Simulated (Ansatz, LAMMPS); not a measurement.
# Amorphous SnO2 (108 atoms): geometry optimisation, part 2 of 2

Aim: bring amorphous SnO2 (108 atoms) to a nearby minimum of the energy and see what moves.

Ansatz 0.2.0; Kohn-Sham DFT, PBE, PAW (set soft_2), plane waves.

The cell: 36 Sn and 72 O. The quench rate of 50 K/ps far exceeds what a furnace or splat quench reaches. The starting topology of bonds comes from the classical model. The Brillouin zone is sampled at Γ only, in a cell whose shortest periodic width is 11 Å.

So far. Step 4 (Relaxation): The relaxation changed the energy by -39.4 meV/atom, and atoms moved by 0.18 Å r.m.s., 0.56 Å at most.

## 6. Single point at the relaxed geometry

The electronic structure is read at the final geometry, in a run of its own.

Contents of input.yaml:

```yaml
crystal:
  lattice:
    - [11.3429, 0.0, 0.0]
    - [0.0, 11.3429, 0.0]
    - [0.0, 0.0, 11.3429]
  atoms:
    - { symbol: Sn, position: [0.84414, 0.47913, 0.22938] }
    - { symbol: Sn, position: [0.96671, 0.1671, 0.5188] }
    - { symbol: Sn, position: [0.58997, 0.04302, 0.74976] }
    - { symbol: Sn, position: [0.75718, 0.6474, 0.0189] }
    - { symbol: Sn, position: [0.96277, 0.8199, 0.87015] }
    - { symbol: Sn, position: [0.64003, 0.78642, 0.24309] }
    - { symbol: Sn, position: [0.17085, 0.5645, 0.66089] }
    - { symbol: Sn, position: [0.39645, 0.64637, 0.01398] }
    - { symbol: Sn, position: [0.8378, 0.60895, 0.71283] }
    - { symbol: Sn, position: [0.01062, 0.65044, 0.44231] }
    - { symbol: Sn, position: [0.73483, 0.33532, 0.6143] }
    - { symbol: Sn, position: [0.44671, 0.42644, 0.79692] }
    - { symbol: Sn, position: [0.92261, 0.88467, 0.13712] }
    - { symbol: Sn, position: [0.21485, 0.25522, 0.67534] }
    - { symbol: Sn, position: [0.96669, 0.34209, 0.81093] }
    - { symbol: Sn, position: [0.33661, 0.39037, 0.1929] }
    - { symbol: Sn, position: [0.38483, 0.92185, 0.05781] }
    - { symbol: Sn, position: [0.7988, 0.11358, 0.98252] }
    - { symbol: Sn, position: [0.13888, 0.08442, 0.25971] }
    - { symbol: Sn, position: [0.38355, 0.19436, 0.94119] }
    - { symbol: Sn, position: [0.53997, 0.10402, 0.21265] }
    - { symbol: Sn, position: [0.68451, 0.61196, 0.46623] }
    - { symbol: Sn, position: [0.35175, 0.06601, 0.5055] }
    - { symbol: Sn, position: [0.07373, 0.6013, 0.01577] }
    - { symbol: Sn, position: [0.13993, 0.40471, 0.37927] }
    - { symbol: Sn, position: [0.10741, 0.05794, 0.91163] }
    - { symbol: Sn, position: [0.09294, 0.31412, 0.09429] }
    - { symbol: Sn, position: [0.87963, 0.87783, 0.55415] }
    - { symbol: Sn, position: [0.21129, 0.80896, 0.26378] }
    - { symbol: Sn, position: [0.42543, 0.73498, 0.48998] }
    - { symbol: Sn, position: [0.45104, 0.39564, 0.51471] }
    - { symbol: Sn, position: [0.56451, 0.72592, 0.77191] }
    - { symbol: Sn, position: [0.63969, 0.11483, 0.48302] }
    - { symbol: Sn, position: [0.82389, 0.19805, 0.2642] }
    - { symbol: Sn, position: [0.16408, 0.8955, 0.62878] }
    - { symbol: Sn, position: [0.60646, 0.3665, 0.10005] }
    - { symbol: O, position: [0.48366, 0.28423, 0.20177] }
    - { symbol: O, position: [0.978, 0.13217, 0.34016] }
    - { symbol: O, position: [0.45053, 0.5068, 0.11981] }
    - { symbol: O, position: [0.7147, 0.65262, 0.85154] }
    - { symbol: O, position: [0.51479, 0.33162, 0.94247] }
    - { symbol: O, position: [0.10566, 0.91228, 0.80221] }
    - { symbol: O, position: [0.31548, 0.8827, 0.52426] }
    - { symbol: O, position: [0.78533, 0.48117, 0.53116] }
    - { symbol: O, position: [0.99065, 0.59095, 0.61843] }
    - { symbol: O, position: [0.10767, 0.28403, 0.51639] }
    - { symbol: O, position: [0.08145, 0.6929, 0.2833] }
    - { symbol: O, position: [0.27701, 0.03449, 0.9498] }
    - { symbol: O, position: [0.84398, 0.71821, 0.47187] }
    - { symbol: O, position: [0.9149, 0.60207, 0.11404] }
    - { symbol: O, position: [0.96675, 0.63816, 0.86663] }
    - { symbol: O, position: [0.90487, 0.26275, 0.66004] }
    - { symbol: O, position: [0.32655, 0.40861, 0.37095] }
    - { symbol: O, position: [0.56489, 0.4039, 0.67223] }
    - { symbol: O, position: [0.16824, 0.5548, 0.47935] }
    - { symbol: O, position: [0.11521, 0.40835, 0.72474] }
    - { symbol: O, position: [0.09862, 0.20083, 0.80985] }
    - { symbol: O, position: [0.16544, 0.46905, 0.18264] }
    - { symbol: O, position: [0.80556, 0.83495, 0.25479] }
    - { symbol: O, position: [0.30389, 0.76684, 0.11187] }
    - { symbol: O, position: [0.23787, 0.06772, 0.65376] }
    - { symbol: O, position: [0.44713, 0.80373, 0.93252] }
    - { symbol: O, position: [0.43188, 0.70561, 0.65918] }
    - { symbol: O, position: [0.81811, 0.43921, 0.77135] }
    - { symbol: O, position: [0.06172, 0.9227, 0.23983] }
    - { symbol: O, position: [0.68883, 0.16493, 0.66019] }
    - { symbol: O, position: [0.46567, 0.08376, 0.05481] }
    - { symbol: O, position: [0.67875, 0.65676, 0.63957] }
    - { symbol: O, position: [0.97226, 0.4856, 0.36236] }
    - { symbol: O, position: [0.936, 0.32476, 0.18462] }
    - { symbol: O, position: [0.17527, 0.26428, 0.26165] }
    - { symbol: O, position: [0.27719, 0.29384, 0.05243] }
    - { symbol: O, position: [0.85687, 0.05743, 0.14144] }
    - { symbol: O, position: [0.35377, 0.24754, 0.56081] }
    - { symbol: O, position: [0.19398, 0.7295, 0.70131] }
    - { symbol: O, position: [0.0512, 0.82061, 0.50525] }
    - { symbol: O, position: [0.75701, 0.97891, 0.49841] }
    - { symbol: O, position: [0.72191, 0.60188, 0.2907] }
    [... 24 atom lines left out ...]
    - { symbol: O, position: [0.46646, 0.10317, 0.37253] }
    - { symbol: O, position: [0.0434, 0.42525, 0.96441] }
    - { symbol: O, position: [0.58988, 0.77108, 0.4141] }
    - { symbol: O, position: [0.44667, 0.1213, 0.79776] }
    - { symbol: O, position: [0.82296, 0.81384, 0.99956] }
    - { symbol: O, position: [0.87656, 0.79843, 0.71571] }
kpoints:
  mp_grid: { grid: [1, 1, 1] }
hamiltonian:
  xc: pbe
scf:
  occupations: { method: fixed }
output:
  forces: true
  stress: true
  populations: true
  dos:
    method: { smearing: { sigma: 0.15 } }
    de: 0.1
    projected: { site_lists: { O: [O], Sn: [Sn] } }
  eigenvalues: true
  write_density: true
  write_potential: true
  volumetric_format: npy
  elf: true
```

Launch:

```sh
ansatz run input.yaml --threads 4 --pin off --max-ram 8192MiB --backend cpu --events-out ev --progress --plain --runs-dir out
```

The job ended after 15 s (4 threads of AMD EPYC 9R45, shared host; peak memory 2.4 GiB).

Read from the output:

```
free energy                                      : -257697.3915 eV
free energy per atom                             : -2386.0870 eV/atom
SCF cycles                                       : 11
pressure                                         : 1.712 GPa
r.m.s. force component                           : 0.00951 eV/Å
longest force                                    : 0.04896 eV/Å
Fermi energy                                     : 8 eV
gap (highest filled to lowest empty level) : 0.3142 eV
spilling of the projection                       : 0.005127
```

Löwdin charges by element and coordination (they lack the spilled electrons, 0.044 e an atom on average):

| element | coordination | atoms | mean charge (e) | spread | least | most |
| --- | --- | --- | --- | --- | --- | --- |
| O | all | 72 | -0.784 | 0.0156 | -0.825 | -0.754 |
| O | 2 | 12 | -0.798 | 0.0183 | -0.825 | -0.772 |
| O | 3 | 55 | -0.781 | 0.0134 | -0.819 | -0.754 |
| O | 4 | 5 | -0.778 | 0.0128 | -0.800 | -0.762 |
| Sn | all | 36 | 1.70 | 0.0166 | 1.66 | 1.74 |
| Sn | 5 | 11 | 1.71 | 0.0155 | 1.69 | 1.74 |
| Sn | 6 | 21 | 1.70 | 0.0165 | 1.66 | 1.73 |
| Sn | 7 | 4 | 1.69 | 0.0106 | 1.68 | 1.71 |

Density of states as counts of states in windows of 1 eV (from the Fermi level), total and the larger projections:

```
from (eV)  to (eV)  total   O p  Sn p  Sn s
      -14       -9    0.0   0.0   0.0   0.0
       -9       -8    4.2   2.3   0.1   1.6
       -8       -7   28.5  15.9   0.9  10.3
       -7       -6   24.9  14.3   1.1   7.5
       -6       -5   25.6  17.4   3.8   2.9
       -5       -4   50.3  37.7   9.4   1.1
       -4       -3   62.4  50.2   8.8   0.8
       -3       -2   70.5  62.1   4.9   0.6
       -2       -1  102.5  97.6   1.8   0.4
       -1        0   61.8  59.6   0.7   0.2
        0        1    3.3   1.9   0.1   1.0
        1        2    0.0   0.0   0.0   0.0
        2        3   11.7   4.4   1.1   4.6
        3        4   23.7   8.6   2.6   9.9
        4        5   28.0  10.1   3.3  12.2
```

With fixed occupations the program's Fermi level is the highest filled level.

Between -22 and -14 eV lie 504 more states.

The levels nearest the highest filled one (over half full), pooled over k-points and spins:

```
level less the highest filled one (eV)  occupation
                                -0.359           2
                                -0.314           2
                                -0.232           2
                                -0.203           2
                                -0.115           2
                                     0           2
                                 0.314           0
                                  2.29           0
                                  2.55           0
                                  2.65           0
                                  2.74           0
                                  2.81           0
```

Valence density in the bc plane at fractional x = 0.091, with atoms of Sn and O within 0.2 Å of it. It is the smooth field of the valence electrons, not physical close to the nuclei.

Ten steps, logarithmic in the rise over the least value, from '_' (0 e/Å³) to '@' (14 e/Å³), each cell a mean:
```
==****==::..________..::==**++==--==**##**==::::--==--::______..
**%%@@##==....________::--++==--::..::--::..____........____..--
**%%%%##==------::..__....::::..____________________....::::::--
--++++====**##**==::........________________________..--++**++==
::....::==##%%##++::..::::--::..____________________::==##%%##==
..____..::++**++--::::==****++--..__________________..--++**++--
__________::::::....::==####**==::::::....__......__....----::..
______________........--++**==--::------::............::----::..
....____________........::::....::------::..______....--====--::
....________....::--::..________..::::::....____....::------::::
..________..::==**##++--..______....::....____..::==++==--::....
__________..::++##%%##==..____....::--::::......--++****--..____
____________..--++**++--::......::----------::::--==++++--..____
__......______..::::::--==++--::::::::------::....::::::..______
__........________..::==**##++--........::::::....______________
....::::::..______..::--++**==::..____..::==++==::..______..____
::==++++==::......::..::::::::..______::==##%%**==::....--==--::
--++####++::..::::::............______..==##%%**==::..--++##**==
--==++++==::....::::........::::..______::======::....--++##**++
..::::----::....::------::::----::..______......______..--====::
__..--==++==--::==##%%**==::::::::....____________....__......__
__..==##%%##++==**@@@@%%++::......::--==--::..::------..________
__..==**##**==--++##%%**==::::..::==##%%##==::--++****--..______
..::--====--::..::--==----====----++%%@@%%++----**##**--..______
```
Columns run along b (11.3 Å), rows up along c (11.3 Å). Atoms in or near the plane, at fractional coordinates: Sn at (0.60, 0.02), Sn at (0.06, 0.91), Sn at (0.31, 0.09), O at (0.91, 0.80), O at (0.28, 0.52), O at (0.69, 0.28), O at (0.20, 0.81), O at (0.13, 0.08).

ELF in the bc plane at fractional x = 0.091, with atoms of Sn and O within 0.2 Å of it. It is the smooth field of the valence electrons, not physical close to the nuclei.

Ten even steps from '0' (0.00) to '9' (0.85), each cell a mean:
```
22122110012599983211121478851002
10012111001589973112211123210012
10012577510135531001110000124542
22225889941011000001110001379886
41138857941256531000000001488689
30027998612699863100001210268898
00002564203887873111112431025553
00000011102799952222112331112211
21000001111146421222110111122221
32100013565200001111100013322212
21000137899830001111100258874211
00000158869841024553111389997300
01110137988621124663222269998300
12210002453222212332222124664100
11110000012211221111223210100000
01111100112221221002578752001221
22222112443222110005986883137875
32112124653111221005996883159888
32222113432113665202799851169898
21223211222124776300133210037886
02588752210123554211000011101332
04885783100021111122222478741000
03787883210122211210123799984000
12367752222357752200022799994000
```
Columns run along b (11.3 Å), rows up along c (11.3 Å). Atoms in or near the plane, at fractional coordinates: Sn at (0.60, 0.02), Sn at (0.06, 0.91), Sn at (0.31, 0.09), O at (0.91, 0.80), O at (0.28, 0.52), O at (0.69, 0.28), O at (0.20, 0.81), O at (0.13, 0.08).

Mean Löwdin charges: O -0.78, Sn +1.70 e (they miss 0.51 % of the electrons, so they add up to more than the cell's charge). Within 0.4 eV of the Fermi level the largest share is O p (91 % of the projected weight).

Local excerpt of 15 atoms (numbers count through the whole input) about Sn11, which has 7 bonded neighbours where the commonest count for Sn is 6; x, y, z are measured from there.

```csv
atom,x,y,z,distance (Å),bonds,Löwdin charge (e)
Sn11,0.00,0.00,0.00,0.00,7,1.69
O44,0.57,1.65,-0.94,1.99,3,-0.79
O66,-0.52,-1.93,0.52,2.07,3,-0.80
O52,1.93,-0.82,0.52,2.16,3,-0.79
O54,-1.93,0.78,0.66,2.18,3,-0.79
O96,-1.57,-0.44,-1.55,2.25,3,-0.78
O64,0.94,1.18,1.78,2.34,3,-0.77
O81,0.84,-1.24,-1.80,2.34,4,-0.78
Sn33,-1.08,-2.50,-1.49,3.10,7,1.71
Sn2,2.63,-1.91,-1.08,3.43,5,1.70
Sn15,2.63,0.08,2.23,3.45,6,1.72
Sn31,-3.22,0.68,-1.13,3.48,6,1.70
Sn9,1.17,3.10,1.12,3.50,7,1.68
Sn22,-0.57,3.14,-1.68,3.60,6,1.69
O68,-0.64,3.65,0.29,3.71,3,-0.79
```

The column of bonds counts only the pairs O-Sn within 2.73 Å; other neighbours, such as metal atoms beside each other in a compound, aren't counted, and periodic images can show an atom twice.

## 7. Results

```
energy change in the relaxation                  : -39.38 meV/atom
r.m.s. displacement                              : 0.184 Å
largest displacement                             : 0.556 Å
free energy per atom                             : -2386.0870 eV/atom
pressure                                         : 1.712 GPa
r.m.s. force component                           : 0.00951 eV/Å
gap (highest filled to lowest empty level) : 0.3142 eV
wall time of the 3 DFT runs                      : 1.9 min
```

**Reading.** Relaxation lowers the energy by 39.4 meV/atom and moves atoms by 0.18 Å r.m.s.; the r.m.s. force component goes from 0.50 to 0.0095 eV/Å, the pressure goes from 6.4 to 1.7 GPa, and the gap from 0.263 to 0.314 eV. By the final cutoffs 0 of 204 bonded pairs parted and 5 joined. From the first step to the last the energy fell by 4.253 eV, and the largest move was 0.56 Å (O91). The O-Sn bonds go from 2.080 Å (spread 0.144) to 2.109 Å (spread 0.120), and their number from 204 to 209. With the cutoffs above, 76 % of O atoms have 3 and 58 % of Sn atoms have 6 bonded neighbours. The highest filled and lowest empty levels differ by 0.314 eV (at Γ alone); a semilocal functional tends to put such gaps too low. In a disordered cell it changes from sample to sample, and tail or defect levels can set it.

**Limits.** The starting topology of bonds comes from the classical model; in DFT 0 of its 204 bonded pairs passed out of the cutoffs and 5 came within them. The pressure of 1.7 GPa shows the cell to be compressed for this functional.

[Logs are printed without paths, hosts, clocks, repeated set-up lines and the standing remarks that a program may print on its own settings, such as how far it seeks lower states.]

[Hosts, paths, dates, database ids (printed as entryN), source tags and the programs' standing remarks are cut or masked in the printed files.]
